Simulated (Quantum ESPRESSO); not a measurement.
# KMgH3 (Pm-3m): zone-centre phonons

Aim: the zone-centre modes of KMgH3 (Pm-3m).

Program: Quantum ESPRESSO 7.5. Level of theory: DFT LDA, scalar-relativistic, plane waves, PseudoDojo norm-conserving pseudopotentials. Results are calculated unless marked as measured.

**1. Starting point**

Symmetry: Pm-3m, No. 221, cubic system. Conventional cell: a = 4.025 Å, b = 4.025 Å, c = 4.025 Å, α = 90.00°, β = 90.00°, γ = 90.00°. Nearest to K lie 12 H at 2.85 Å. Mg has 6 H at 2.01 Å nearest. H has 2 Mg at 2.01 Å and 8 H at 2.85 Å and 4 K at 2.85 Å nearest. Farther neighbours are not listed.

**2. A probe with smearing**

A cheap run with smearing and empty bands tells whether the crystal has a gap, which decides between fixed occupations and smearing later on.

Input file probe.in:

```
&CONTROL
  calculation = 'scf'
  prefix      = 'x'
  outdir      = './tmp'
  pseudo_dir  = './pseudo'
  tprnfor     = .true.
  tstress     = .true.
  verbosity   = 'high'
/
&SYSTEM
  ibrav       = 0
  nat         = 5
  ntyp        = 3
  ecutwfc     = 92.0
  occupations = 'smearing'
  smearing    = 'gaussian'
  degauss     = 0.01
/
&ELECTRONS
  conv_thr         = 1.0d-07
  mixing_beta      = 0.7
  electron_maxstep = 100
/
ATOMIC_SPECIES
 K      39.0983  K.upf
 Mg     24.3050  Mg.upf
 H       1.0080  H.upf
CELL_PARAMETERS angstrom
     4.025000000    0.000000000    0.000000000
     0.000000000    4.025000000    0.000000000
     0.000000000    0.000000000    4.025000000
ATOMIC_POSITIONS crystal
 K      0.000000000   0.000000000   0.000000000
 Mg     0.500000000   0.500000000   0.500000000
 H      0.000000000   0.500000000   0.500000000
 H      0.500000000   0.000000000   0.500000000
 H      0.500000000   0.500000000   0.000000000
K_POINTS automatic
 4 4 4 0 0 0
```

Command:

```console
> OMP_NUM_THREADS=1 mpirun -n 4 pw.x -nk 4 -in probe.in > probe.out
```

The program printed:

```text
[banners, grids, parts of the stress and lines that vanish by symmetry left out]
Program PWSCF v.7.5
     Message from routine setup:
     using ibrav=0 with symmetry is DISCOURAGED, use correct ibrav instead
[...]
kinetic-energy cutoff     =      92.0000  Ry
     charge density cutoff     =     368.0000  Ry
     scf convergence threshold =      1.0E-07
[...]
Exchange-correlation= SLA  PW   NOGX NOGC
                           (   1   4   0   0   0   0   0)
[...]
48 Sym. Ops., with inversion, found
[...]
(     0          1          0      )
                  (     0          0          1      )
[...]
(  0.0000000  1.0000000  0.0000000 )
                  (  0.0000000  0.0000000  1.0000000 )
[...]
(     0         -1          0      )
                  (     0          0          1      )
[...]
( -1.0000000  0.0000000  0.0000000 )
                  (  0.0000000  1.0000000  0.0000000 )
[...]
number of k points=    10  Gaussian smearing, width (Ry)=  0.0100
[...]
End of self-consistent calculation
[...]
the Fermi energy is     4.4168 ev
!    total energy              =    -181.95939477 Ry
[...]
convergence has been achieved in   5 iterations
[...]
atom    1 type  1   force =     0.00000000    0.00000000    0.00000000
     atom    2 type  2   force =     0.00000000    0.00000000    0.00000000
     atom    3 type  3   force =     0.00000000    0.00000000    0.00000000
     atom    4 type  3   force =     0.00000000    0.00000000    0.00000000
     atom    5 type  3   force =     0.00000000    0.00000000    0.00000000
[...]
Total force =     0.000000     Total SCF correction =     0.000000
[...]
total   stress  (Ry/bohr**3)                   (kbar)     P=      -29.13
[...]
XML data file, charge density, pseudopotentials, collected wavefunctions

   JOB DONE.
```

The job ended after 6 s (4 MPI ranks of Intel Xeon at 2.70GHz, shared host; 22 s of CPU time).

This step gave:

```yaml
volume_per_atom: 13.04 Å³
pressure: -2.913 GPa
gap_on_the_k_mesh: 2.049 eV
```

A gap of 2.0 eV opens on this mesh, so the crystal is taken as an insulator; the start stands at -2.9 GPa.

**3. Relaxation**

The relaxation runs at a cutoff a fifth above that of the response, since stress converges more slowly with the basis than frequencies do. Forces and stress are brought to rest with tight thresholds.

Input file relax.in:

```
&CONTROL
  calculation   = 'vc-relax'
  prefix        = 'x'
  outdir        = './tmp'
  pseudo_dir    = './pseudo'
  tprnfor       = .true.
  tstress       = .true.
  forc_conv_thr = 2.0d-05
  etot_conv_thr = 1.0d-07
  nstep         = 40
/
&SYSTEM
  ibrav       = 0
  nat         = 5
  ntyp        = 3
  ecutwfc     = 110
  occupations = 'fixed'
  nbnd        = 13
/
&ELECTRONS
  conv_thr         = 1.0d-11
  mixing_beta      = 0.7
  electron_maxstep = 100
/
&IONS
/
&CELL
  press_conv_thr = 0.2
/
ATOMIC_SPECIES
 K      39.0983  K.upf
 Mg     24.3050  Mg.upf
 H       1.0080  H.upf
CELL_PARAMETERS angstrom
     4.025000000    0.000000000    0.000000000
     0.000000000    4.025000000    0.000000000
     0.000000000    0.000000000    4.025000000
ATOMIC_POSITIONS crystal
 K      0.000000000   0.000000000   0.000000000
 Mg     0.500000000   0.500000000   0.500000000
 H      0.000000000   0.500000000   0.500000000
 H      0.500000000   0.000000000   0.500000000
 H      0.500000000   0.500000000   0.000000000
K_POINTS automatic
 6 6 6 0 0 0
```

Command:

```console
> OMP_NUM_THREADS=1 mpirun -n 4 pw.x -nk 4 -in relax.in > relax.out
```

The program printed:

```text
[banners, grids, parts of the stress and lines that vanish by symmetry left out]
[banner, memory and clock lines left out]
Program PWSCF v.7.5

[...]
kinetic-energy cutoff     =     110.0000  Ry
     charge density cutoff     =     440.0000  Ry
     scf convergence threshold =      1.0E-11
[...]
energy convergence thresh.=      1.0E-07
     force convergence thresh. =      2.0E-05
     press convergence thresh. =      2.0E-01
     Exchange-correlation= SLA  PW   NOGX NOGC
                           (   1   4   0   0   0   0   0)
[...]
48 Sym. Ops., with inversion, found
[...]
number of k points=    20
[...]
c_bands:  1 eigenvalues not converged
[...]
End of self-consistent calculation
[...]
highest occupied, lowest unoccupied level (ev):     3.0087    5.0577
!    total energy              =    -181.95945841 Ry
[...]
convergence has been achieved in   9 iterations
[...]
atom    1 type  1   force =     0.00000000    0.00000000    0.00000000
     atom    2 type  2   force =     0.00000000    0.00000000    0.00000000
     atom    3 type  3   force =     0.00000000    0.00000000    0.00000000
     atom    4 type  3   force =     0.00000000    0.00000000    0.00000000
     atom    5 type  3   force =     0.00000000    0.00000000    0.00000000
     Total force =     0.000000     Total SCF correction =     0.000000
[...]
total   stress  (Ry/bohr**3)                   (kbar)     P=      -29.18
[...]
number of bfgs steps    =   0
[...]
CELL_PARAMETERS (angstrom)
[...]
ATOMIC_POSITIONS (crystal)
K                0.0000000000        0.0000000000        0.0000000000
Mg               0.5000000000        0.5000000000        0.5000000000
H                0.0000000000        0.5000000000        0.5000000000
H                0.5000000000        0.0000000000        0.5000000000
[...]
New effective cutoffs (rho, wfc):  443.85  111.10
[...]
End of self-consistent calculation
[...]
highest occupied, lowest unoccupied level (ev):     3.1157    5.2126
!    total energy              =    -181.96065202 Ry
[...]
convergence has been achieved in   6 iterations
[...]
atom    1 type  1   force =     0.00000000    0.00000000    0.00000000
     atom    2 type  2   force =     0.00000000    0.00000000    0.00000000
     atom    3 type  3   force =     0.00000000    0.00000000    0.00000000
     atom    4 type  3   force =     0.00000000    0.00000000    0.00000000
     atom    5 type  3   force =     0.00000000    0.00000000    0.00000000
     Total force =     0.000000     Total SCF correction =     0.000000
[...]
total   stress  (Ry/bohr**3)                   (kbar)     P=      -24.67
[...]
number of bfgs steps    =   1
[...]
WARNING: bfgs curvature condition failed, Theta= 0.956
[...]
CELL_PARAMETERS (angstrom)
[...]
ATOMIC_POSITIONS (crystal)
[...]
New effective cutoffs (rho, wfc):  450.56  112.78
[...]
End of self-consistent calculation
[...]
highest occupied, lowest unoccupied level (ev):     3.2800    5.4505
!    total energy              =    -181.96203425 Ry
[...]
convergence has been achieved in   7 iterations
[...]
atom    1 type  1   force =     0.00000000    0.00000000    0.00000000
     atom    2 type  2   force =     0.00000000    0.00000000    0.00000000
[...]
CELL_PARAMETERS (angstrom)
[...]
ATOMIC_POSITIONS (crystal)
[...]
New effective cutoffs (rho, wfc):  465.01  116.39
[...]
End of self-consistent calculation
[...]
highest occupied, lowest unoccupied level (ev):     3.6372    5.9686
!    total energy              =    -181.96321199 Ry
[...]
convergence has been achieved in   7 iterations
[...]
Total force =     0.000000     Total SCF correction =     0.000000
[...]
total   stress  (Ry/bohr**3)                   (kbar)     P=        0.33
[...]
number of bfgs steps    =   4
[...]
CELL_PARAMETERS (angstrom)
[...]
ATOMIC_POSITIONS (crystal)
[...]
New effective cutoffs (rho, wfc):  464.76  116.33
[...]
End of self-consistent calculation
[...]
highest occupied, lowest unoccupied level (ev):     3.6309    5.9594
!    total energy              =    -181.96321236 Ry
[...]
convergence has been achieved in   5 iterations
[...]
Total force =     0.000000     Total SCF correction =     0.000000
[...]
total   stress  (Ry/bohr**3)                   (kbar)     P=       -0.01
[...]
number of bfgs steps    =   5
[...]
small trust_radius: resetting bfgs history
[...]
CELL_PARAMETERS (angstrom)
[...]
ATOMIC_POSITIONS (crystal)
[...]
New effective cutoffs (rho, wfc):  464.76  116.33
[...]
End of self-consistent calculation
[...]
highest occupied, lowest unoccupied level (ev):     3.6309    5.9594
!    total energy              =    -181.96321236 Ry
[...]
convergence has been achieved in   2 iterations
[...]
atom    3 type  3   force =     0.00000000    0.00000000    0.00000000
     atom    4 type  3   force =     0.00000000    0.00000000    0.00000000
     atom    5 type  3   force =     0.00000000    0.00000000    0.00000000
     Total force =     0.000000     Total SCF correction =     0.000000
[...]
total   stress  (Ry/bohr**3)                   (kbar)     P=       -0.00
[...]
bfgs converged in   7 scf cycles and   6 bfgs steps
[...]
End of BFGS Geometry Optimization
     Final enthalpy           =    -181.9632123608 Ry
     File ./tmp/x.bfgs deleted, as requested
[...]
CELL_PARAMETERS (angstrom)
[...]
ATOMIC_POSITIONS (crystal)
[...]
H                0.5000000000        0.0000000000        0.5000000000
H                0.5000000000        0.5000000000        0.0000000000
[...]
Final scf calculation at the relaxed structure.
[...]
kinetic-energy cutoff     =     110.0000  Ry
     charge density cutoff     =     440.0000  Ry
     scf convergence threshold =      1.0E-13
[...]
press convergence thresh. =      2.0E-01
     Exchange-correlation= SLA  PW   NOGX NOGC
                           (   1   4   0   0   0   0   0)
[...]
48 Sym. Ops., with inversion, found
[...]
number of k points=    20
[...]
c_bands:  1 eigenvalues not converged
     c_bands:  1 eigenvalues not converged
     c_bands:  1 eigenvalues not converged
     c_bands:  1 eigenvalues not converged
[...]
End of self-consistent calculation
[...]
highest occupied, lowest unoccupied level (ev):     3.6309    5.9594
!    total energy              =    -181.96319906 Ry
[...]
convergence has been achieved in   9 iterations
[...]
atom    1 type  1   force =     0.00000000    0.00000000    0.00000000
     atom    2 type  2   force =     0.00000000    0.00000000    0.00000000
     atom    3 type  3   force =     0.00000000    0.00000000    0.00000000
     atom    4 type  3   force =     0.00000000    0.00000000    0.00000000
     atom    5 type  3   force =     0.00000000    0.00000000    0.00000000
     Total force =     0.000000     Total SCF correction =     0.000000
[...]
total   stress  (Ry/bohr**3)                   (kbar)     P=        0.02
[...]
XML data file, charge density, pseudopotentials, collected wavefunctions
```

Wall time 60 s (4 MPI ranks); 3.9 min of CPU time.

Step by step:

| step | energy less that of the first step (eV) | largest force (eV/Å) | pressure (GPa) | volume (Å³) |
| --- | --- | --- | --- | --- |
| 1 | 0.0000 | 0.0000 | -2.92 | 65.21 |
| 2 | -0.0162 | 0.0000 | -2.47 | 64.24 |
| 3 | -0.0350 | 0.0000 | -1.73 | 62.81 |
| 4 | -0.0499 | 0.0000 | -0.49 | 60.71 |
| 5 | -0.0511 | 0.0000 | 0.03 | 59.91 |
| 6 | -0.0511 | 0.0000 | 0.00 | 59.96 |
| 7 | -0.0511 | 0.0000 | 0.00 | 59.96 |
| 8 | -0.0509 | 0.0000 | 0.00 | 59.96 |

```csv
"conventional cell, symmetrised",before,after,change
a (Å),4.025,3.914,-2.8 %
b (Å),4.025,3.914,-2.8 %
c (Å),4.025,3.914,-2.8 %
volume (Å³/atom),13.04,11.99,-8.1 %
```

Final coordinates:

```xyz
5
Lattice="3.9139 0.0000 0.0000 0.0000 3.9139 0.0000 0.0000 0.0000 3.9139" Properties=species:S:1:pos:R:3 pbc="T T T"
K     0.0000    0.0000    0.0000
Mg    1.9570    1.9570    1.9570
H     0.0000    1.9570    1.9570
H     1.9570    0.0000    1.9570
H     1.9570    1.9570    0.0000
```

The last row of the table of steps is pw.x's closing run on a basis chosen anew for the final cell, so its energy can jump.

Read from the output:

```yaml
volume_per_atom: 11.99 Å³
pressure: 0.002 GPa
gap_on_the_k_mesh: 2.328 eV
```

The volume changes by -8.1 % from the cell with which this run began.

**4. Ground state**

The response is built on this ground state, so it is converged far tighter than an energy would need. With a gap, occupations are fixed, which also allows the response to an electric field.

Input file scf.in:

```
&CONTROL
  calculation = 'scf'
  prefix      = 'x'
  outdir      = './tmp'
  pseudo_dir  = './pseudo'
  tprnfor     = .true.
  tstress     = .true.
/
&SYSTEM
  ibrav       = 0
  nat         = 5
  ntyp        = 3
  ecutwfc     = 92.0
  occupations = 'fixed'
  nbnd        = 13
/
&ELECTRONS
  conv_thr         = 1.0d-12
  mixing_beta      = 0.7
  electron_maxstep = 100
/
ATOMIC_SPECIES
 K      39.0983  K.upf
 Mg     24.3050  Mg.upf
 H       1.0080  H.upf
CELL_PARAMETERS angstrom
     3.913901461    0.000000000    0.000000000
     0.000000000    3.913901461    0.000000000
     0.000000000    0.000000000    3.913901461
ATOMIC_POSITIONS crystal
 K      0.000000000   0.000000000   0.000000000
 Mg     0.500000000   0.500000000   0.500000000
 H      0.000000000   0.500000000   0.500000000
 H      0.500000000   0.000000000   0.500000000
 H      0.500000000   0.500000000   0.000000000
K_POINTS automatic
 8 8 8 0 0 0
```

Command:

```console
> OMP_NUM_THREADS=1 mpirun -n 4 pw.x -nk 4 -in scf.in > scf.out
```

The program printed:

```text
[banners, grids, parts of the stress and lines that vanish by symmetry left out]
[banner, memory and clock lines left out]
Program PWSCF v.7.5

[...]
kinetic-energy cutoff     =      92.0000  Ry
     charge density cutoff     =     368.0000  Ry
     scf convergence threshold =      1.0E-12
[...]
Exchange-correlation= SLA  PW   NOGX NOGC
                           (   1   4   0   0   0   0   0)
[...]
48 Sym. Ops., with inversion, found
[...]
number of k points=    35
[...]
End of self-consistent calculation
[...]
highest occupied, lowest unoccupied level (ev):     3.6309    5.9594
!    total energy              =    -181.96315852 Ry
[...]
convergence has been achieved in  10 iterations
[...]
atom    1 type  1   force =     0.00000000    0.00000000    0.00000000
     atom    2 type  2   force =     0.00000000    0.00000000    0.00000000
     atom    3 type  3   force =     0.00000000    0.00000000    0.00000000
     atom    4 type  3   force =     0.00000000    0.00000000    0.00000000
     atom    5 type  3   force =     0.00000000    0.00000000    0.00000000
     Total force =     0.000000     Total SCF correction =     0.000000
[...]
total   stress  (Ry/bohr**3)                   (kbar)     P=        0.01
[...]
XML data file, charge density, pseudopotentials, collected wavefunctions
```

Run time: 16 s. Hardware: 4 MPI ranks; 62 s of CPU time.

This step gave:

| Quantity | Value |
| --- | --- |
| pressure | 0.001 GPa |

The cell stands at 0.001 GPa, close enough for phonons.

[end of part 1 of 3]

[Host names and launcher messages were left out of these logs when they were recorded.]

[Logs are printed without paths, hosts, clocks, repeated set-up lines and the standing remarks that a program may print on its own settings, such as how far it seeks lower states.]

[Hosts, paths, dates, database ids (printed as entryN), source tags and the programs' standing remarks are cut or masked in the printed files.]
